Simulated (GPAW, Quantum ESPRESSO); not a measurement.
# V K-edge XANES of MnV (Pm-3m)

Do two independent programs agree on the V K edge of MnV (Pm-3m)? The same cell and functional are run with XSpectra and with GPAW.

Program: Quantum ESPRESSO 7.5. Level of theory: core-hole supercells, plane-wave PAW LDA (first program; GPAW 26.7.0 follows as the second). Results are calculated unless marked as measured.

## Step 1: Set-up

Symmetry: Pm-3m, No. 221, cubic system. The conventional cell has a = 2.900 Å, b = 2.900 Å, c = 2.900 Å, α = 90.00°, β = 90.00°, γ = 90.00°. Nearest to Mn lie 8 V at 2.51 Å. V has 8 Mn at 2.51 Å nearest. Farther neighbours are not listed.

## Step 2: Ground state of the crystal (Quantum ESPRESSO)

A plain self-consistent run shows whether there is a gap and which moments survive; both decide the set-up of the core-hole run.

scf.in reads:

```
&control
   calculation='scf', prefix='x', pseudo_dir='../pp', outdir='tmp', tprnfor=.true.
/
&system
   ibrav=0, nat=2, ntyp=2, nbnd=17
   ecutwfc=57, ecutrho=560
   occupations='smearing', smearing='mv', degauss=0.015
   nspin=2
   starting_magnetization(1)=0.40
   starting_magnetization(2)=0.40
/
&electrons
   conv_thr=2.0e-08, electron_maxstep=120
   mixing_beta=0.3, mixing_mode='local-TF'
/
ATOMIC_SPECIES
Mn 1.0 Mn.lda-spn-kjpaw.UPF
V3 1.0 V.lda-nx-kjpaw.UPF
CELL_PARAMETERS angstrom
  2.90000000 0.00000000 0.00000000
  0.00000000 2.90000000 0.00000000
  0.00000000 0.00000000 2.90000000
ATOMIC_POSITIONS crystal
Mn   0.00000000 0.00000000 0.00000000
V3   0.50000000 0.50000000 0.50000000
K_POINTS automatic
9 9 9 0 0 0
```

Mn.lda-spn-kjpaw.ld1.in reads:

```
&input
   title='Mn', zed=25., rel=1, iswitch=3, dft='PZ',
   config='[Ar] 4s2 4p0 3d5'
/
&inputp
   file_pseudopw='Mn.lda-spn-kjpaw.UPF', author='',
   lpaw=.true.,
   pseudotype=3,
   lloc=-1,
   rcloc=1.4,
   which_augfun='PSQ',
   rmatch_augfun_nc=.true.,
   nlcc=.true.,
   new_core_ps=.true.,
   rcore=0.8,
   tm=.true.,
   lgipaw_reconstruction=.true., use_paw_as_gipaw=.true.
/
6
3S  1  0  2.00  0.00  0.65  1.40  0.0
4S  2  0  2.00  0.00  0.65  1.40  0.0
3P  2  1  6.00  0.00  0.85  1.30  0.0
4P  3  1  0.00  7.00  0.85  1.30  0.0
3D  3  2  5.00  0.00  1.00  1.55  0.0
3D  3  2  0.00  0.05  1.00  1.55  0.0
```

V.lda-nx-kjpaw.ld1.in reads:

```
&input
   title='V', zed=23., rel=1, iswitch=3, dft='PZ',
   config='[Ar] 4s2 4p0 3d3'
/
&inputp
   file_pseudopw='V.lda-nx-kjpaw.UPF', author='',
   lpaw=.true.,
   pseudotype=3,
   lloc=-1,
   rcloc=2.3,
   which_augfun='PSQ',
   rmatch_augfun_nc=.true.,
   nlcc=.true.,
   new_core_ps=.true.,
   rcore=1.3,
   tm=.true.,
   lgipaw_reconstruction=.true., use_paw_as_gipaw=.true.
/
6
4S  1  0  2.00  0.00  1.90  2.50  0.0
4S  1  0  0.00  4.00  1.90  2.50  0.0
4P  2  1  0.00  0.00  1.90  2.50  0.0
4P  2  1  0.00  4.00  1.90  2.50  0.0
3D  3  2  3.00  0.00  1.10  2.10  0.0
3D  3  2  0.00  0.30  1.10  2.10  0.0
```

On the command line:

```bash
OMP_NUM_THREADS=1 mpirun --oversubscribe --bind-to none -np 4 pw.x -nk 4 -in scf.in > scf.out
```

The program printed:

```text
     [... banner and references ...]
using ibrav=0 with symmetry is DISCOURAGED, use correct ibrav instead

     G-vector sticks info
     --------------------

     Using Slab Decomposition

     bravais-lattice index     =            0
     lattice parameter (alat)  =       5.4802  a.u.
     unit-cell volume          =     164.5851 (a.u.)^3
     number of atoms/cell      =            2
     number of atomic types    =            2
     number of electrons       =        20.00
     number of Kohn-Sham states=           17
     kinetic-energy cutoff     =      57.0000  Ry
     charge density cutoff     =     560.0000  Ry
     scf convergence threshold =      2.0E-08
     mixing beta               =       0.3000
     number of iterations used =            8  local-TF  mixing
     Exchange-correlation= SLA  PZ   NOGX NOGC
                           (   1   1   0   0   0   0   0)

     celldm(1)=   5.480206  celldm(2)=   0.000000  celldm(3)=   0.000000
     celldm(4)=   0.000000  celldm(5)=   0.000000  celldm(6)=   0.000000

     crystal axes: (cart. coord. in units of alat)
               a(1) = (   1.000000   0.000000   0.000000 )
               a(2) = (   0.000000   1.000000   0.000000 )
               a(3) = (   0.000000   0.000000   1.000000 )

     reciprocal axes: (cart. coord. in units 2 pi/alat)
               b(1) = (  1.000000  0.000000  0.000000 )
               b(2) = (  0.000000  1.000000  0.000000 )
               b(3) = (  0.000000  0.000000  1.000000 )

     PseudoPot. #1 for Mn:     Pseudo is Projector augmented-wave + core cor, Zval = 15.0

     ../pp/V.lda-nx-kjpaw.UPF
     Pseudo is Projector augmented-wave + core cor, Zval =  5.0
     Shape of augmentation charge: PSQ
     Using radial grid of 1181 points,  6 beta functions with:
                l(1) =   0
                l(2) =   0
                l(3) =   1
                l(4) =   1
                l(5) =   2
                l(6) =   2
     Q(r) pseudized with 0 coefficients

     atomic species   valence    mass     pseudopotential
     Mn               15.00     1.00000     Mn( 1.00)
     V3                5.00     1.00000     V ( 1.00)

     Starting magnetic structure
     atomic species   magnetization
     Mn              0.400
     V3              0.400

     48 Sym. Ops., with inversion, found

   Cartesian axes

     site n.     atom                  positions (alat units)
         1        Mn     tau(   1) = (   0.0000000   0.0000000   0.0000000  )
         2        V3     tau(   2) = (   0.5000000   0.5000000   0.5000000  )

     number of k points=    35  Marzari-Vanderbilt smearing, width (Ry)=  0.0150
                       cart. coord. in units 2pi/alat
        k(    1) = (   0.0000000   0.0000000   0.0000000), wk =   0.0013717
        k(    2) = (   0.0000000   0.0000000   0.1111111), wk =   0.0082305
        k(    3) = (   0.0000000   0.0000000   0.2222222), wk =   0.0082305
        k(    4) = (   0.0000000   0.0000000   0.3333333), wk =   0.0082305
        k(    5) = (   0.0000000   0.0000000   0.4444444), wk =   0.0082305
[...]
k(   33) = (   0.3333333   0.3333333   0.4444444), wk =   0.0329218
        k(   34) = (   0.3333333   0.4444444   0.4444444), wk =   0.0329218
        k(   35) = (   0.4444444   0.4444444   0.4444444), wk =   0.0109739

     Dense  grid:    37073 G-vectors     FFT dimensions: (  45,  45,  45)

     Smooth grid:     9627 G-vectors     FFT dimensions: (  27,  27,  27)

     Generating pointlists ...
     new r_m :   0.3572 (alat units)  1.9577 (a.u.) for type    1
     new r_m :   0.3572 (alat units)  1.9577 (a.u.) for type    2

     Initial potential from superposition of free atoms

     starting charge      19.9988, renormalised to      20.0000
     Starting wfcs are   19 randomized atomic wfcs
     Checking if some PAW data can be deallocated...

[...]
Davidson diagonalization with overlap
     ethr =  6.61E-04,  avg # of iterations =  2.1

     total energy              =    -375.97046227 Ry
     estimated scf accuracy    <       0.08683518 Ry

     total magnetization       =     0.09 Bohr mag/cell
     absolute magnetization    =     2.03 Bohr mag/cell

     iteration #  5     ecut=    57.00 Ry     beta= 0.30
     Davidson diagonalization with overlap
     ethr =  4.34E-04,  avg # of iterations =  1.0

     total energy              =    -375.97514356 Ry
     estimated scf accuracy    <       0.01271545 Ry

     total magnetization       =     0.19 Bohr mag/cell
     absolute magnetization    =     1.98 Bohr mag/cell

[...]
total energy              =    -375.98432562 Ry
[...]
iteration # 16     ecut=    57.00 Ry     beta= 0.30
     Davidson diagonalization with overlap
     ethr =  4.14E-09,  avg # of iterations =  3.3

     total energy              =    -375.98432594 Ry
     estimated scf accuracy    <       0.00000005 Ry

     total magnetization       =    -0.00 Bohr mag/cell
     absolute magnetization    =     0.00 Bohr mag/cell

     iteration # 17     ecut=    57.00 Ry     beta= 0.30
     Davidson diagonalization with overlap
     ethr =  2.74E-10,  avg # of iterations =  3.3

     total energy              =    -375.98432596 Ry
     estimated scf accuracy    <       0.00000008 Ry

     total magnetization       =    -0.00 Bohr mag/cell
     absolute magnetization    =     0.00 Bohr mag/cell

     iteration # 18     ecut=    57.00 Ry     beta= 0.30
     Davidson diagonalization with overlap
     ethr =  2.74E-10,  avg # of iterations =  1.0

     Magnetic moment per site  (integrated on atomic sphere of radius R)
     atom   1 (R=0.357)  charge= 13.4823  magn= -0.0001
     atom   2 (R=0.357)  charge=  3.2125  magn=  0.0001

     End of self-consistent calculation

 ------ SPIN UP ------------

          k = 0.0000 0.0000 0.0000 (  1213 PWs)   bands (ev):

   -63.7271 -32.8117 -32.8117 -32.8117   7.0677  10.6802  10.6802  13.8588
    13.8588  13.8588  15.8289  15.8289  17.3012  17.3012  17.3012  24.8693
    24.8693

          k = 0.0000 0.0000 0.1111 (  1205 PWs)   bands (ev):

   -63.7261 -32.8225 -32.8113 -32.8113   7.3256  10.8128  10.8197  13.8471
    13.8471  13.9394  15.6560  15.8948  16.9693  16.9693  17.2034  23.6868
    25.4550

          k = 0.0000 0.0000 0.2222 (  1209 PWs)   bands (ev):

   -63.7236 -32.8499 -32.8103 -32.8103   8.0636  11.1566  11.1998  13.8366
[...]
26.9485

          k = 0.0000 0.0000 0.3333 (  1201 PWs)   bands (ev):

[...]
28.9523

          k = 0.0000 0.0000 0.4444 (  1194 PWs)   bands (ev):

[...]
31.2101

[...]
------ SPIN DOWN ----------

[...]
k = 0.3333 0.3333 0.4444 (  1187 PWs)   bands (ev):

[...]
24.8314

          k = 0.3333 0.4444 0.4444 (  1188 PWs)   bands (ev):

[...]
13.1380  13.2224  15.4846  15.5421  16.6760  16.9513  21.1299  21.9739
    24.1327

          k = 0.4444 0.4444 0.4444 (  1169 PWs)   bands (ev):

   -63.7055 -32.8862 -32.8862 -32.8856  12.2131  12.4261  12.4261  12.7137
    12.7137  12.7487  15.4750  15.4750  16.9631  16.9631  22.5458  23.8154
    23.8154

     the Fermi energy is    14.6807 ev

!    total energy              =    -375.98432597 Ry
     total all-electron energy =     -4207.889149 Ry
     estimated scf accuracy    <          1.3E-09 Ry
     smearing contrib. (-TS)   =       0.00032731 Ry
     internal energy E=F+TS    =    -375.98465328 Ry

     The total energy is F=E-TS. E is the sum of the following terms:
     one-electron contribution =    -103.12864701 Ry
     hartree contribution      =      64.59819522 Ry
     xc contribution           =     -46.91812200 Ry
     ewald contribution        =    -151.38387161 Ry
     one-center paw contrib.   =    -139.15220788 Ry

     total magnetization       =    -0.00 Bohr mag/cell
     absolute magnetization    =     0.00 Bohr mag/cell

     convergence has been achieved in  18 iterations

     Forces acting on atoms (cartesian axes, Ry/au):

     atom    1 type  1   force =     0.00000000    0.00000000    0.00000000
     atom    2 type  2   force =     0.00000000    0.00000000    0.00000000

     Total force =     0.000000     Total SCF correction =     0.000000

     XML data file, charge density, pseudopotentials, collected wavefunctions

=------------------------------------------------------------------------------=
   JOB DONE.
=------------------------------------------------------------------------------=
```

It took 11 s on 4 MPI ranks of Arm Neoverse V2, shared host; peak memory 0.1 GiB.

Absorbing atoms carry a label of their own (element plus a letter or digit), as the spectrum program needs them as separate species.

The mesh shows no gap, so the system is treated as a metal and the core electron is put at the Fermi level (neutral cell).

## Step 3: Spectrum without a core hole, V atom 2 (Quantum ESPRESSO)

This cheap baseline ignores the attraction of the hole: it shows the absorber's empty states as they are in the ground state.

The absorber has 8 Mn at 2.51 Å and 6 V at 2.90 Å (cube and octahedron, as in bcc, site symmetry m-3m).

xspectra.in reads:

```
&input_xspectra
   calculation='xanes_dipole', edge='K'
   prefix='x', outdir='tmp', xiabs=2, xe0=14.6807
   xonly_plot=.false., x_save_file='xanes.sav'
   xniter=3000, xcheck_conv=20, xerror=0.005
   xcoordcrys=.false., xepsilon(1)=1, xepsilon(2)=0, xepsilon(3)=0
/
&plot
   xnepoint=413, xemin=-10, xemax=45, terminator=.true., cut_occ_states=.true.
   xgamma=0.4
/
&pseudos
   filecore='../V.wfc'
/
&cut_occ
   cut_desmooth=0.1, cut_stepl=0.05, cut_stepu=0.05, cut_ierror=1e-5
/
8 8 8 0 0 0
```

On the command line:

```bash
OMP_NUM_THREADS=1 mpirun --oversubscribe --bind-to none -np 4 xspectra.x -nk 4 -in xspectra.in > xspectra.out
```

The program printed:

```text
     [... banner and references ...]
Reading input_file

     calculation: xanes_dipole

     xepsilon  [cartesian coordinates]:   1.000000   0.000000   0.000000

     xonly_plot: FALSE
        => complete calculation: Lanczos + spectrum plot

     filecore (core-wavefunction file): ../V.wfc

     main plot parameters:
        cut_occ_states: TRUE
        gamma_mode:  constant
        -> using xgamma [eV]:  0.40
        xemin [eV]: -10.00
        xemax [eV]:  45.00
        xnepoint:  413
        xe0 [eV]:  14.680700 (energy zero read in input file)

[...]
Results of STEP 1 successfully written in x_save_file
     x_save_file name:
     ->  xanes.sav
     x_save_file version:  2

     ... End STEP 1 ...

     ... Begin STEP 2 ...

     The spectrum is calculated using the following parameters:
        xe0 [eV]:   14.6807
        the occupied states are elimintate from the spectrum
        xemin [eV]: -10.00
        xemax [eV]:  45.00
        xnepoint:  413
        constant broadening parameter [eV]:    0.400
        Core level energy [eV]:  -5465.
         (from electron binding energy of neutral atoms in X-ray data booklet)

     Cross-section successfully written in xanes.dat

     ... End STEP 2 ...

                                END JOB XSpectra
```

Wall time 26 s (4 MPI ranks); peak memory 0.12 GiB.

The V K spectrum, V atom 2, no core hole (energy from the energy zero of the input (xe0, at the border of filled and empty states); intensity scaled to a mean of 1 over the first 20 eV; the points at xe0, where the cut of filled states can leave a spike, are interpolated):

| E (eV) | intensity |
| --- | --- |
| -2.0 | 0.04 |
| -1.5 | 0.05 |
| -1.0 | 0.06 |
| -0.5 | 0.10 |
| 0.0 | 0.21 |
| 0.5 | 0.29 |
| 1.0 | 0.41 |
| 1.5 | 0.48 |
| 2.0 | 0.44 |
| 2.5 | 0.35 |
| 3.0 | 0.39 |
| 3.5 | 0.46 |
| 4.0 | 0.64 |
| 4.5 | 0.70 |
| 5.0 | 0.76 |
| 5.5 | 0.73 |
| 6.0 | 0.58 |
| 6.5 | 0.85 |
| 7.0 | 0.82 |
| 7.5 | 0.53 |
| 8.0 | 0.43 |
| 8.5 | 0.57 |
| 9.0 | 0.67 |
| 9.5 | 0.88 |
| 10.0 | 0.96 |
| 10.5 | 1.36 |
| 11.0 | 1.24 |
| 11.5 | 1.14 |
| 12.0 | 1.22 |
| 12.5 | 1.47 |
| 13.0 | 1.43 |
| 13.5 | 1.23 |
| 14.0 | 1.34 |
| 14.5 | 1.42 |
| 15.0 | 1.51 |
| 15.5 | 1.53 |
| 16.0 | 1.46 |
| 16.5 | 1.58 |
| 17.0 | 1.53 |
| 17.5 | 1.47 |
| 18.0 | 1.64 |
| 18.5 | 1.47 |
| 19.0 | 1.43 |
| 19.5 | 1.66 |
| 20.0 | 2.16 |
| 20.5 | 2.40 |
| 21.0 | 2.23 |
| 21.5 | 2.07 |
| 22.0 | 1.39 |
| 22.5 | 1.04 |
| 23.0 | 0.84 |
| 23.5 | 1.14 |
| 24.0 | 1.42 |
| 24.5 | 1.28 |
| 25.0 | 0.91 |
| 25.5 | 0.77 |
| 26.0 | 1.20 |
| 26.5 | 1.78 |
| 27.0 | 1.46 |
| 27.5 | 1.25 |
| 28.0 | 1.41 |
| 28.5 | 1.56 |
| 29.0 | 1.47 |
| 29.5 | 1.28 |
| 30.0 | 1.89 |
| 30.5 | 1.56 |
| 31.0 | 1.20 |
| 31.5 | 1.18 |
| 32.0 | 1.17 |

Main maxima below 30 eV (height): 1.3 eV (0.49), 5.2 eV (0.81), 6.7 eV (0.89), 16.3 eV (1.62), 18.0 eV (1.66), 20.3 eV (2.61), 21.2 eV (2.38), 26.6 eV (1.82) and 28.7 eV (1.66). A K edge sees empty p states. The weak features of the first eV are p character mixed into the empty d bands; the main 4p edge lies above them.

## Step 4: Another broadening

The final state's lifetime shortens with energy, so measured features broaden above the edge; the saved Lanczos coefficients are redrawn with a width that grows.

xspectra_plot.in reads:

```
&input_xspectra
   calculation='xanes_dipole', edge='K'
   prefix='x', outdir='tmp', xiabs=2, xe0=14.6807
   xonly_plot=.true., x_save_file='xanes.sav'
   xniter=3000, xcheck_conv=20, xerror=0.005
   xcoordcrys=.false., xepsilon(1)=1, xepsilon(2)=0, xepsilon(3)=0
/
&plot
   xnepoint=413, xemin=-10, xemax=45, terminator=.true., cut_occ_states=.true.
   gamma_mode='variable', gamma_energy(1)=4, gamma_energy(2)=25, gamma_value(1)=0.51, gamma_value(2)=4
/
&pseudos
   filecore='../V.wfc'
/
&cut_occ
   cut_desmooth=0.1, cut_stepl=0.05, cut_stepu=0.05, cut_ierror=1e-5
/
8 8 8 0 0 0
```

On the command line:

```bash
OMP_NUM_THREADS=1 xspectra.x -in xspectra_plot.in > xspectra_plot.out
```

The program printed:

```text
     [... banner and references ...]
Reading input_file
     -------------------------------------------------------------------------

     calculation: xanes_dipole

     xonly_plot: TRUE
        => only the spectrum plot

     main plot parameters:
        cut_occ_states: TRUE
        gamma_mode:  variable
        -> first, constant up to point ( 4.00, 0.51) [eV]
        -> then, linear up to point (25.00, 4.00) [eV]
        -> finally, constant up to xemax
        xemin [eV]: -10.00
        xemax [eV]:  45.00
        xnepoint:  413
[...]
xemin [eV]: -10.00
        xemax [eV]:  45.00
        xnepoint:  413
        energy-dependent broadening parameter:
         -> first, constant up to point ( 4.00, 0.51) [eV]
         -> then, linear up to point (25.00, 4.00) [eV]
         -> finally, constant up to xemax
        Core level energy [eV]:  -5465.
         (from electron binding energy of neutral atoms in X-ray data booklet)

     Cross-section successfully written in xanes.dat

     -------------------------------------------------------------------------
                                END JOB XSpectra
     -------------------------------------------------------------------------
[key lines of the parts left out:]
Fermi level [eV]:  15.0314
```

Run time: 7.1 s. Hardware: 1 MPI rank; peak memory 0.1 GiB.

With a Lorentzian half width 0.51 eV up to 4 eV, rising linearly to 4 eV at 25 eV, the maxima are 1.5 eV (0.49), 5.2 eV (0.76), 6.7 eV (0.77) and 19.8 eV (1.54).

## Step 5: Supercell without a hole, the energy reference (Quantum ESPRESSO)

The photon energy needs a difference of total energies, so the cell and mesh of the coming hole run are first run without a hole.

scf.in reads:

```
&control
   calculation='scf', prefix='x', pseudo_dir='../pp', outdir='tmp', tprnfor=.true.
/
&system
   ibrav=0, nat=16, ntyp=2, nbnd=123
   ecutwfc=57, ecutrho=560
   occupations='smearing', smearing='mv', degauss=0.015
   nspin=2
   starting_magnetization(1)=0.40
   starting_magnetization(2)=0.40
/
&electrons
   conv_thr=1.6e-07, electron_maxstep=120
   mixing_beta=0.3, mixing_mode='local-TF'
/
ATOMIC_SPECIES
Mn 1.0 Mn.lda-spn-kjpaw.UPF
V 1.0 V.lda-nx-kjpaw.UPF
CELL_PARAMETERS angstrom
  5.80000000 0.00000000 0.00000000
  0.00000000 5.80000000 0.00000000
  0.00000000 0.00000000 5.80000000
ATOMIC_POSITIONS crystal
Mn   0.00000000 0.00000000 0.00000000
Mn   0.00000000 0.00000000 0.50000000
Mn   0.00000000 0.50000000 0.00000000
Mn   0.50000000 0.00000000 0.00000000
Mn   0.00000000 0.50000000 0.50000000
Mn   0.50000000 0.00000000 0.50000000
Mn   0.50000000 0.50000000 0.00000000
Mn   0.50000000 0.50000000 0.50000000
V    0.25000000 0.25000000 0.25000000
V    0.25000000 0.25000000 0.75000000
V    0.25000000 0.75000000 0.25000000
V    0.75000000 0.25000000 0.25000000
V    0.25000000 0.75000000 0.75000000
V    0.75000000 0.25000000 0.75000000
V    0.75000000 0.75000000 0.25000000
V    0.75000000 0.75000000 0.75000000
K_POINTS automatic
5 5 5 0 0 0
```

On the command line:

```bash
OMP_NUM_THREADS=1 mpirun --oversubscribe --bind-to none -np 4 pw.x -nk 4 -in scf.in > scf.out
```

The program printed:

```text
     [... banner and references ...]
[banner, memory and clock lines left out]
Found identity + (  0.0000  0.0000 -0.5000) symmetry
     This is a supercell, fractional translations are disabled
     using ibrav=0 with symmetry is DISCOURAGED, use correct ibrav instead

     G-vector sticks info

     bravais-lattice index     =            0
     lattice parameter (alat)  =      10.9604  a.u.
[...]
atom    3 type  1   force =     0.00000000    0.00000000    0.00000000
[...]
atom   15 type  2   force =     0.00000075    0.00000075   -0.00000075
     atom   16 type  2   force =     0.00000075    0.00000075    0.00000075

     Total force =     0.000004     Total SCF correction =     0.000021
     SCF correction compared to forces is large: reduce conv_thr to get better values

     XML data file, charge density, pseudopotentials, collected wavefunctions
[key lines of the parts left out:]
!    total energy              =   -3007.87682479 Ry
total magnetization       =     0.00 Bohr mag/cell
the Fermi energy is    14.6524 ev
convergence has been achieved in  23 iterations
```

Wall time 6.1 min (4 MPI ranks); peak memory 0.6 GiB.

Reference energy: -458010.018 eV with the cores included.

[end of part 1 of 4]

[Banner, clock and machine lines of the logs are left out without a mark of their own.]

[Logs are printed without paths, hosts, clocks, repeated set-up lines and the standing remarks that a program may print on its own settings, such as how far it seeks lower states.]

[Hosts, paths, dates, database ids (printed as entryN), source tags and the programs' standing remarks are cut or masked in the printed files.]

[Lists of maxima count a maximum above −3 eV only where it reaches 4 % of the highest in the window and stands out from its surroundings by 2 % of it (1.5 % where it reaches 55 %); shoulders and weaker maxima are passed over, and of the rest the first, up to two pre-edge ones and the few strongest are named.]
